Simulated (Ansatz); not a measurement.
# The perfect C wire along [100], 9 atoms a period, H-terminated, part 3 of 3

Wanted: the relaxed geometry and the bands of the C wire along [100], 9 atoms a period, H-terminated.

Ansatz 0.2.0; DFT PBE, plane waves, PAW; relaxation of a wire's period (the session's first sound run).

So far, band gap (eV): step 3 (the perfect wire, PBE) 4.30; step 4 (levels at the same atoms, level LDA, cutoff 420 eV, LDA PBE) 4.31; step 5 (levels at the same atoms, level PBEsol, cutoff 420 eV, PBEsol PBE) 4.31; step 6 (levels at the same atoms, level r2SCAN, cutoff 500 eV, r2SCAN PBE) 4.98.

### Step 8. Strain along the wire, period over the relaxed period 1.1, k-mesh 1×1×15

This step: DFT PBE, plane waves, PAW; relaxation at a fixed period (Ansatz 0.2.0).

The period is set to 1.1 times the relaxed one and the atoms relax within it: strain changes bond lengths and angles, which shifts the bands against each other. Against the first PBE run of this kind, the mesh along the wire has 15 points against 22.

The cell differs from the one that the last finished run ended in (c 3.741 → 4.115 Å).

Input file input.yaml:

```yaml
crystal:
  lattice:
    - [11.663, 0.0, 0.0]
    - [0.0, 11.663, 0.0]
    - [0.0, 0.0, 4.1148936442]
  atoms:
    - { symbol: C, position: [0.500011344, 0.500011344, 0.0] }
    - { symbol: H, position: [0.368543198, 0.368543198, 0.099185732] }
    - { symbol: H, position: [0.631479489, 0.631479489, 0.099185732] }
    - { symbol: C, position: [0.424829949, 0.424829949, 0.256122024] }
    - { symbol: C, position: [0.575192739, 0.575192739, 0.256122024] }
    - { symbol: H, position: [0.292544684, 0.555362472, 0.341322781] }
    - { symbol: H, position: [0.444660215, 0.707478003, 0.341322781] }
    - { symbol: H, position: [0.555362472, 0.292544684, 0.341322781] }
    - { symbol: H, position: [0.707478003, 0.444660215, 0.341322781] }
    - { symbol: C, position: [0.349518788, 0.500011344, 0.5] }
    - { symbol: C, position: [0.500011344, 0.349518788, 0.5] }
    - { symbol: C, position: [0.500011344, 0.6505039, 0.5] }
    - { symbol: C, position: [0.6505039, 0.500011344, 0.5] }
    - { symbol: H, position: [0.292544684, 0.444660215, 0.658677219] }
    - { symbol: H, position: [0.444660215, 0.292544684, 0.658677219] }
    - { symbol: H, position: [0.555362472, 0.707478003, 0.658677219] }
    - { symbol: H, position: [0.707478003, 0.555362472, 0.658677219] }
    - { symbol: C, position: [0.424829949, 0.575192739, 0.743877976] }
    - { symbol: C, position: [0.575192739, 0.424829949, 0.743877976] }
    - { symbol: H, position: [0.368543198, 0.631479489, 0.900814268] }
    - { symbol: H, position: [0.631479489, 0.368543198, 0.900814268] }
kpoints:
  mp_grid: { grid: [1, 1, 15] }
  band_path: { path: ["Γ", Z], npoints: 50 }
scf:
  occupations: { method: fermi_dirac, width: 0.05 }
hamiltonian:
  xc: pbe
relax:
  max_steps: 40
  f_tol: 0.02
output:
  stress: true
```

Started as:

```sh
ansatz run input.yaml --threads 8 --pin off --max-ram 16384MiB --backend cpu --events-out ev --progress --plain --runs-dir out
```

Numbers of over 12 decimals in the logs are rounded to 6 here.

The log of the run:

```text
Warning: output.stress: scf.convergence.dr2_threshold = 1e-7 eV (the SCF's general default) is looser than the 2.1e-9 eV advised for a printed stress (1e-10 eV for each atom of the cell: 21). What an SCF threshold leaves in a stress goes as its square root, and in the free energy as the threshold itself, and one threshold admits the most on a small cell: [figures from the program's tests cut] Every solve of this run  [...]
[...]
Crystal: 21 atoms, lattice volume = 559.731 Å³
Basis set: ecut = 420 eV, 10981 PW (Γ), exchange–correlation on 160×160×60 points (8 copies of the dense FFT grid, shifted against one another)
Bands: 45, of which v1, the nominal top of the filled ones, is band 24 counted from 1 (23 counted from 0)
Symmetry: 8 space group operations
[...]
k-points: 8 of 15
[...]
SCF iter   1: F=—  HF=-2449.674915 eV  |F-HF|=—  |Δ(HF+E_count)|=         —  Δρ=2.66e-3  dr2=5.99e-2  ethr=1.77e-3  ⟨swp⟩=6.6  Hψ=1884  notcnv=0  defer=50
[...]
SCF iter   6: F=-2449.676467 eV  HF=-2449.676468 eV  |F-HF|=2.03e-7  |Δ(HF+E_count)|=   1.84e-6  Δρ=1.08e-5  dr2=6.22e-7  ethr=2.08e-8  ⟨swp⟩=4.8  Hψ=956  notcnv=0
SCF 1 converged in 6 iterations: F = -2449.676467 eV  dr2 = 6.22e-7
[...]
relax step   1: F+E_penalty+E_count = -2449.67646731 eV  Δ(F+E_penalty+E_count) = +0.000e0 eV  max|allowed force component| = 9.747e-1 eV/Å  Δτ_max = 0.0000 Å  (6 SCF iters, dr2 threshold 1.00e-5 eV, accepted)
[...]
SCF iter   1: F=—  HF=-2450.304714 eV  |F-HF|=—  |Δ(HF+E_count)|=         —  Δρ=1.07e-2  dr2=3.51e-1  ethr=6.76e-4  ⟨swp⟩=1.0  Hψ=1483  notcnv=0  defer=105
eigensolver tolerance schedule calibrated: the retry pair's looser diagonalisation under-reported the residual by θ = 0.08 (0.11/decade); ethr = c·dr2/N_el runs at the constant in force after the calibration composes with the one it found (an armed cap, an earlier calibration), c = 7.7e-2
[...]
SCF iter   2: F=—  HF=-2450.259164 eV  |F-HF|=—  |Δ(HF+E_count)|=   4.55e-2  Δρ=4.91e-3  dr2=5.00e-2  ethr=5.66e-4  ⟨swp⟩=2.0  Hψ=423  notcnv=0  defer=114
[...]
SCF iter   6: F=-2450.264578 eV  HF=-2450.264578 eV  |F-HF|=1.08e-7  |Δ(HF+E_count)|=   1.57e-5  Δρ=1.67e-5  dr2=1.29e-6  ethr=9.58e-8  ⟨swp⟩=4.6  Hψ=984  notcnv=0
SCF 2 converged in 6 iterations: F = -2450.264578 eV  dr2 = 1.29e-6
[...]
relax step   2: F+E_penalty+E_count = -2450.26457783 eV  Δ(F+E_penalty+E_count) = -5.881e-1 eV  max|allowed force component| = 3.336e-1 eV/Å  Δτ_max = 0.1287 Å  (6 SCF iters, dr2 threshold 5.94e-5 eV, accepted)
SCF iter   1: F=—  HF=-2450.362443 eV  |F-HF|=—  |Δ(HF+E_count)|=         —  Δρ=4.91e-3  dr2=1.06e-1  ethr=6.72e-4  ⟨swp⟩=3.2  Hψ=770  notcnv=0  defer=126
[...]
SCF iter   6: F=-2450.337559 eV  HF=-2450.337559 eV  |F-HF|=2.90e-9  |Δ(HF+E_count)|=   2.31e-6  Δρ=5.90e-6  dr2=1.43e-7  ethr=1.45e-8  ⟨swp⟩=4.9  Hψ=949  notcnv=0
SCF 3 converged in 6 iterations: F = -2450.337559 eV  dr2 = 1.43e-7
[...]
relax step   3: F+E_penalty+E_count = -2450.33755865 eV  Δ(F+E_penalty+E_count) = -7.298e-2 eV  max|allowed force component| = 1.772e-1 eV/Å  Δτ_max = 0.0380 Å  (6 SCF iters, dr2 threshold 6.95e-6 eV, accepted)
[...]
relax step   4: F+E_penalty+E_count = -2450.34107177 eV  Δ(F+E_penalty+E_count) = -3.513e-3 eV  max|allowed force component| = 2.967e-2 eV/Å  Δτ_max = 0.0084 Å  (4 SCF iters, dr2 threshold 3.68e-6 eV, accepted)
SCF iter   1: F=—  HF=-2450.341092 eV  |F-HF|=—  |Δ(HF+E_count)|=         —  Δρ=1.53e-4  dr2=1.03e-4  ethr=8.19e-7  ⟨swp⟩=2.0  Hψ=685  notcnv=0  defer=126
[...]
SCF iter   4: F=-2450.341216 eV  HF=-2450.341216 eV  |F-HF|=3.30e-8  |Δ(HF+E_count)|=   3.16e-7  Δρ=4.19e-6  dr2=7.19e-8  ethr=2.08e-10  ⟨swp⟩=3.0  Hψ=1162  notcnv=0
SCF 5 converged in 4 iterations: F = -2450.341216 eV  dr2 = 7.19e-8
relax step   5: F+E_penalty+E_count = -2450.34121617 eV  Δ(F+E_penalty+E_count) = -1.444e-4 eV  max|allowed force component| = 4.010e-3 eV/Å  Δτ_max = 0.0015 Å  (4 SCF iters, accepted)
[...]
the band table was solved once a step of the walk had ended and its energy, with any forces and stress, was formed, with the checks that follow a solve (3107 applications of the Hamiltonian). They found nothing against the state; the energy, forces and stress were not computed again (output.eigenvalues in the input reference)
[...]
SCF converged after 4 iterations
Free energy (F): -2450.341216 eV
[...]
Internal energy: -2450.341216 eV  (E = F + TS)
E sigma→0 (E₀):  -2450.341216 eV
Fermi energy:    -1.495376 eV
[...]
--- Forces (eV/Å), atoms counted from 1 ---
  atom   1  C     -0.00000000     0.00000000     0.00000000
  atom   2  H      0.00169853     0.00169853     0.00032247
  atom   3  H     -0.00169853    -0.00169853     0.00032247
  atom   4  C     -0.00401001    -0.00401001     0.00142278
  atom   5  C      0.00401001     0.00401001     0.00142278
  atom   6  H      0.00053854    -0.00063647    -0.00000992
  atom   7  H      0.00063647    -0.00053854    -0.00000992
  atom   8  H     -0.00063647     0.00053854    -0.00000992
  atom   9  H     -0.00053854     0.00063647    -0.00000992
  atom  10  C      0.00019333     0.00000000     0.00000000
  atom  11  C      0.00000000     0.00019333     0.00000000
  atom  12  C      0.00000000    -0.00019333     0.00000000
  atom  13  C     -0.00019333     0.00000000     0.00000000
  atom  14  H      0.00053854     0.00063647     0.00000992
  atom  15  H      0.00063647     0.00053854     0.00000992
  atom  16  H     -0.00063647    -0.00053854     0.00000992
  atom  17  H     -0.00053854    -0.00063647     0.00000992
  atom  18  C     -0.00401001     0.00401001    -0.00142278
  atom  19  C      0.00401001    -0.00401001    -0.00142278
  atom  20  H      0.00169853    -0.00169853    -0.00032247
  atom  21  H     -0.00169853     0.00169853    -0.00032247
  max |Σ_I F_I| component: 1.52e-18 eV/Å
--- Stress (GPa, compression-positive) ---
       -0.004310       0.000000       0.000000
        0.000000      -0.004310       0.000000
        0.000000       0.000000      -4.475242
  P = ⅓ Tr σ = -1.4946 GPa (-14.946 kbar)
--- Band table (eV; the first three rows and the last of 8) ---
  k-point 0: bands = [... 20 lower, -5.3347, -4.9954, -3.6739, -3.6739, 0.6498, 1.6455, 1.6939, 1.6939, ... 17 higher]
  k-point 1: bands = [... 20 lower, -5.3240, -4.9773, -3.7229, -3.7229, 0.6960, 1.6895, 1.7267, 1.7267, ... 17 higher]
  k-point 2: bands = [... 20 lower, -5.2958, -4.9376, -3.8626, -3.8626, 0.8309, 1.8180, 1.8232, 1.8232, ... 17 higher]
  k-point 7: bands = [... 20 lower, -5.4823, -5.1430, -5.0259, -5.0259, 2.5062, 2.9685, 3.1770, 3.1770, ... 17 higher]
--- Relaxed structure (5 steps of the walk, 5 accepted, 0 SCFs on fresh bases) ---
  F+E_penalty+E_count = -2450.34121617 eV   max|allowed force component| = 4.010e-3 eV/Å
  atoms:
    - { symbol: C, position: [0.500011, 0.500011, 1.2722437286411015e-18] }
    - { symbol: H, position: [0.368316, 0.368316, 0.130030] }
    - { symbol: H, position: [0.631707, 0.631707, 0.130030] }
    - { symbol: C, position: [0.426796, 0.426796, 0.259217] }
    - { symbol: C, position: [0.573226, 0.573226, 0.259217] }
    - { symbol: H, position: [0.296337, 0.559490, 0.368518] }
    - { symbol: H, position: [0.440532, 0.703686, 0.368518] }
    - { symbol: H, position: [0.559490, 0.296337, 0.368518] }
    - { symbol: H, position: [0.703686, 0.440532, 0.368518] }
    - { symbol: C, position: [0.353148, 0.500011, 0.5] }
    - { symbol: C, position: [0.500011, 0.353148, 0.5] }
    - { symbol: C, position: [0.500011, 0.646875, 0.5] }
    - { symbol: C, position: [0.646875, 0.500011, 0.5] }
    - { symbol: H, position: [0.296337, 0.440532, 0.631482] }
    - { symbol: H, position: [0.440532, 0.296337, 0.631482] }
    - { symbol: H, position: [0.559490, 0.703686, 0.631482] }
    - { symbol: H, position: [0.703686, 0.559490, 0.631482] }
    - { symbol: C, position: [0.426796, 0.573226, 0.740783] }
    - { symbol: C, position: [0.573226, 0.426796, 0.740783] }
    - { symbol: H, position: [0.368316, 0.631707, 0.869970] }
    - { symbol: H, position: [0.631707, 0.368316, 0.869970] }
```

It took 16 s on 8 threads of Intel Xeon Platinum 8259CL at 2.50GHz (Skylake/Cascade Lake), shared host; peak memory 1.8 GiB.

The steps of the relaxation:

```tsv
step	energy less that of the first step (eV)	largest force component (eV/Å)
1	0.0000	0.9747
2	-0.5881	0.3336
3	-0.6611	0.1772
4	-0.6646	0.0297
5	-0.6647	0.0040
```

The run keeps the 8 symmetry operations that it works with, so distortions that break them were not tested.

The atoms that moved most (Å):

```tsv
atom	dx	dy	dz	length
H8	0.048	0.044	0.112	0.130
H6	0.044	0.048	0.112	0.130
H16	0.048	-0.044	-0.112	0.130
H17	-0.044	0.048	-0.112	0.130
H15	-0.048	0.044	-0.112	0.130
H14	0.044	-0.048	-0.112	0.130
H7	-0.048	-0.044	0.112	0.130
H9	-0.044	-0.048	0.112	0.130
```

Final coordinates:

```cif
data_structure
_symmetry_space_group_name_H-M 'P 1'
_symmetry_Int_Tables_number 1
_cell_length_a 11.6630
_cell_length_b 11.6630
_cell_length_c 4.1149
_cell_angle_alpha 90.000
_cell_angle_beta 90.000
_cell_angle_gamma 90.000
_cell_volume 559.73
loop_
_atom_site_label
_atom_site_type_symbol
_atom_site_fract_x
_atom_site_fract_y
_atom_site_fract_z
_atom_site_occupancy
C1 C 0.50001 0.50001 0.00000 1
H2 H 0.36832 0.36832 0.13003 1
H3 H 0.63171 0.63171 0.13003 1
C4 C 0.42680 0.42680 0.25922 1
C5 C 0.57323 0.57323 0.25922 1
H6 H 0.29634 0.55949 0.36852 1
H7 H 0.44053 0.70369 0.36852 1
H8 H 0.55949 0.29634 0.36852 1
H9 H 0.70369 0.44053 0.36852 1
C10 C 0.35315 0.50001 0.50000 1
C11 C 0.50001 0.35315 0.50000 1
C12 C 0.50001 0.64687 0.50000 1
C13 C 0.64687 0.50001 0.50000 1
H14 H 0.29634 0.44053 0.63148 1
H15 H 0.44053 0.29634 0.63148 1
H16 H 0.55949 0.70369 0.63148 1
H17 H 0.70369 0.55949 0.63148 1
C18 C 0.42680 0.57323 0.74078 1
C19 C 0.57323 0.42680 0.74078 1
H20 H 0.36832 0.63171 0.86997 1
H21 H 0.63171 0.36832 0.86997 1
```

Numbers from this step:

```
band gap : 4.324 eV
```

Electronic bands along the path, in eV, zero at the Fermi level:

```tsv
point	band 21	band 22	band 23	band 24	band 25	band 26	band 27	band 28
Γ	-3.84	-3.50	-2.18	-2.18	2.15	3.14	3.19	3.19
halfway	-3.73	-3.42	-2.77	-2.77	2.75	3.63	3.63	3.72
Z	-4.04	-3.65	-3.56	-3.56	4.16	4.32	4.76	4.76
```

The gap is 4.32 eV, against 4.30 eV under PBE at the relaxed period.

### Step 9. At a strained period, period over the relaxed period 1.06, k-mesh 1×1×16

The period is set to 1.06 times the relaxed one and the atoms relax within it: strain changes bond lengths and angles, which shifts the bands against each other. Against the first PBE run of this kind, the mesh along the wire has 16 points against 22.

The cell differs from the one that the last finished run ended in (c 4.115 → 3.965 Å).

Edit input.yaml of step 8 so:

```diff
@@ -4,3 +4,3 @@
     - [0.0, 11.663, 0.0]
-    - [0.0, 0.0, 4.1148936442]
+    - [0.0, 0.0, 3.9652611481]
   atoms:
@@ -28,3 +28,3 @@
 kpoints:
-  mp_grid: { grid: [1, 1, 15] }
+  mp_grid: { grid: [1, 1, 16] }
   band_path: { path: ["Γ", Z], npoints: 50 }
```

The log of the run:

```text
[...]
Crystal: 21 atoms, lattice volume = 539.377 Å³
Basis set: ecut = 420 eV, 10597 PW (Γ), exchange–correlation on 160×160×54 points (8 copies of the dense FFT grid, shifted against one another)
Bands: 45, of which v1, the nominal top of the filled ones, is band 24 counted from 1 (23 counted from 0)
Symmetry: 8 space group operations
[...]
- { symbol: H, position: [0.295050, 0.441972, 0.641463] }
    - { symbol: H, position: [0.441972, 0.295050, 0.641463] }
    - { symbol: H, position: [0.558051, 0.704972, 0.641463] }
    - { symbol: H, position: [0.704972, 0.558051, 0.641463] }
    - { symbol: C, position: [0.426154, 0.573868, 0.742306] }
    - { symbol: C, position: [0.573868, 0.426154, 0.742306] }
    - { symbol: H, position: [0.368513, 0.631510, 0.882049] }
    - { symbol: H, position: [0.631510, 0.368513, 0.882049] }
[key lines of the parts left out:]
SCF converged after 3 iterations
Free energy (F): -2450.806466 eV
Fermi energy:    -1.429461 eV
P = ⅓ Tr σ = -0.9253 GPa (-9.253 kbar)
```

It took 16 s on 8 threads; peak memory 1.8 GiB.

Relaxation path:

```tsv
step	energy less that of the first step (eV)	largest force component (eV/Å)
1	0.0000	0.5971
2	-0.2265	0.1481
3	-0.2476	0.0929
4	-0.2487	0.0151
5	-0.2487	0.0151
```

Forces are held to the 8 operations that the run works with; a distortion that breaks them can't arise in this run.

The atoms that moved most (Å):

```tsv
atom	dx	dy	dz	length
H6	0.029	0.031	0.068	0.081
H8	0.031	0.029	0.068	0.081
H16	0.031	-0.029	-0.068	0.081
H17	-0.029	0.031	-0.068	0.081
H15	-0.031	0.029	-0.068	0.081
H14	0.029	-0.031	-0.068	0.081
H7	-0.031	-0.029	0.068	0.081
H9	-0.029	-0.031	0.068	0.081
```

Final coordinates:

```xyz
21
Lattice="11.6630 0.0000 0.0000 0.0000 11.6630 0.0000 0.0000 0.0000 3.9653" Properties=species:S:1:pos:R:3
C     5.8316    5.8316    0.0000
H     4.2980    4.2980    0.4677
H     7.3653    7.3653    0.4677
C     4.9702    4.9702    1.0218
C     6.6930    6.6930    1.0218
H     3.4412    6.5085    1.4217
H     5.1547    8.2221    1.4217
H     6.5085    3.4412    1.4217
H     8.2221    5.1547    1.4217
C     4.1041    5.8316    1.9826
C     5.8316    4.1041    1.9826
C     5.8316    7.5592    1.9826
C     7.5592    5.8316    1.9826
H     3.4412    5.1547    2.5436
H     5.1547    3.4412    2.5436
H     6.5085    8.2221    2.5436
H     8.2221    6.5085    2.5436
C     4.9702    6.6930    2.9434
C     6.6930    4.9702    2.9434
H     4.2980    7.3653    3.4976
H     7.3653    4.2980    3.4976
```

Numbers from this step:

```
band gap : 4.320 eV
```

The electronic bands at the labelled points (eV, zero at the Fermi level):

```tsv
point	band 21	band 22	band 23	band 24	band 25	band 26	band 27	band 28
Γ	-4.04	-3.40	-2.18	-2.18	2.14	3.16	3.20	3.20
halfway	-3.92	-3.24	-2.83	-2.83	2.79	3.68	3.68	3.76
Z	-3.82	-3.74	-3.67	-3.67	4.27	4.49	4.92	4.95
```

The gap is 4.32 eV, against 4.30 eV under PBE at the relaxed period.

### Step 10. A varied input

This step: DFT LDA, plane waves, PAW; bands of a perfect wire at the PBE geometry; changed: crystal.atoms[0].symbol = "Cx", scf.max_iter = 75 (Ansatz 0.2.0).

The input of the band run (LDA) is made doubtful on purpose.

Edit input.yaml of step 9 so:

```diff
@@ -4,5 +4,5 @@
     - [0.0, 11.663, 0.0]
-    - [0.0, 0.0, 3.9652611481]
+    - [0.0, 0.0, 3.7408124038]
   atoms:
-    - { symbol: C, position: [0.500011344, 0.500011344, 0.0] }
+    - { symbol: Cx, position: [0.500011344, 0.500011344, 0.0] }
     - { symbol: H, position: [0.368543198, 0.368543198, 0.099185732] }
@@ -28,3 +28,3 @@
 kpoints:
-  mp_grid: { grid: [1, 1, 16] }
+  mp_grid: { grid: [1, 1, 17] }
   band_path: { path: ["Γ", Z], npoints: 50 }
@@ -32,8 +32,4 @@
   occupations: { method: fermi_dirac, width: 0.05 }
+  max_iter: 75
 hamiltonian:
-  xc: pbe
-relax:
-  max_steps: 40
-  f_tol: 0.02
-output:
-  stress: true
+  xc: lda
```

The log of the run:

```text
Error: YAML parse error: error: line 7 column 17: `Cx` is not an element symbol (H … Og, case-exact)
 --> <input>:7:17
  |
5 |     - [0.0, 0.0, 3.7408124038]
6 |   atoms:
7 |     - { symbol: Cx, position: [0.500011344, 0.500011344, 0.0] }
  |                 ^ `Cx` is not an element symbol (H … Og, case-exact)
8 |     - { symbol: H, position: [0.368543198, 0.368543198, 0.099185732] }
9 |     - { symbol: H, position: [0.631479489, 0.631479489, 0.099185732] }
  |
```

Wall time 0.02 s (8 threads); peak memory 0.028 GiB.

The program refused the input before any cycle.

The program's message: “Error: YAML parse error: error: line 7 column 17: `Cx` is not an element symbol (H … Og, case-exact)”

The change that led to it: crystal.atoms[0].symbol = "Cx".

### Step 11. A repeat with changed settings

This step: DFT LDA, plane waves, PAW; bands of a perfect wire at the PBE geometry; changed: scf.n_extra_bands = 8, scf.occupations.method = "methfessel_paxton", scf.occupations.width = 0.15 (Ansatz 0.2.0).

The atoms of the band run (LDA) are kept and the input is varied, to see whether the result depends on it.

Edit input.yaml of step 10 so:

```diff
@@ -6,3 +6,3 @@
   atoms:
-    - { symbol: Cx, position: [0.500011344, 0.500011344, 0.0] }
+    - { symbol: C, position: [0.500011344, 0.500011344, 0.0] }
     - { symbol: H, position: [0.368543198, 0.368543198, 0.099185732] }
@@ -31,4 +31,4 @@
 scf:
-  occupations: { method: fermi_dirac, width: 0.05 }
-  max_iter: 75
+  occupations: { method: methfessel_paxton, width: 0.15 }
+  n_extra_bands: 8
 hamiltonian:
```

The log of the run:

```text
[...]
Crystal: 21 atoms, lattice volume = 508.846 Å³
Basis set: ecut = 420 eV, 10021 PW (Γ)
Bands: 32, of which v1, the nominal top of the filled ones, is band 24 counted from 1 (23 counted from 0)
Symmetry: 8 space group operations
[...]
k-points: 9 of 17
[...]
--- Band table (eV; the first three rows and the last of 9) ---
  k-point 0: bands = [... 20 lower, -5.7403, -4.7007, -3.5712, -3.5712, 0.7437, 1.8036, 1.8036, 1.8337, ... 4 higher]
  k-point 1: bands = [... 20 lower, -5.7343, -4.6720, -3.6219, -3.6219, 0.7875, 1.8338, 1.8338, 1.8742, ... 4 higher]
  k-point 2: bands = [... 20 lower, -5.7176, -4.5974, -3.7688, -3.7688, 0.9146, 1.9232, 1.9232, 1.9916, ... 4 higher]
  k-point 8: bands = [... 20 lower, -5.4107, -5.2152, -5.2152, -4.5936, 2.8625, 3.3095, 3.6214, 3.6214, ... 4 higher]
[key lines of the parts left out:]
SCF converged after 7 iterations
Free energy (F): -2376.073247 eV
Fermi energy:    -1.411970 eV
```

The job ended after 7 s (8 threads; peak memory 1.4 GiB; 52 s of CPU time).

This step gave:

* band gap: 4.315 eV

It took 7 s against 10 s for the run it varies.

The band gap stays within 0.2 % plus 0.001 of the run it varies.

Against step 4, the band gap stays at 4.31 eV and the free energy stays within 0.05 meV an atom. The band gap moves by under 1 % between these two settings.

### Step 12. What came out

```yaml
cell_length_pbe: 3.741 Å
gap_pbe: 4.30 eV
gap_lda: 4.31 eV
gap_pbesol: 4.31 eV
gap_r2scan: 4.98 eV
gap_period_scaled_by_1p1: 4.32 eV
gap_period_scaled_by_1p06: 4.32 eV
```

What this shows: Under PBE the cell's length is 3.74 Å, and a gap of 4.30 eV makes it a semiconductor. At the relaxed period the wire is gapped under every functional, from 4.30 eV (PBE) to 4.98 eV (r2SCAN). Weak screening in one dimension makes quasiparticle gaps larger than the semilocal gaps, as a rule. Transport is coherent and elastic here: the atoms are frozen, so scattering by vibrations plays no part.

[Logs are printed without paths, hosts, clocks, repeated set-up lines and the standing remarks that a program may print on its own settings, such as how far it seeks lower states.]

[Hosts, paths, dates, database ids (printed as entryN), source tags and the programs' standing remarks are cut or masked in the printed files.]
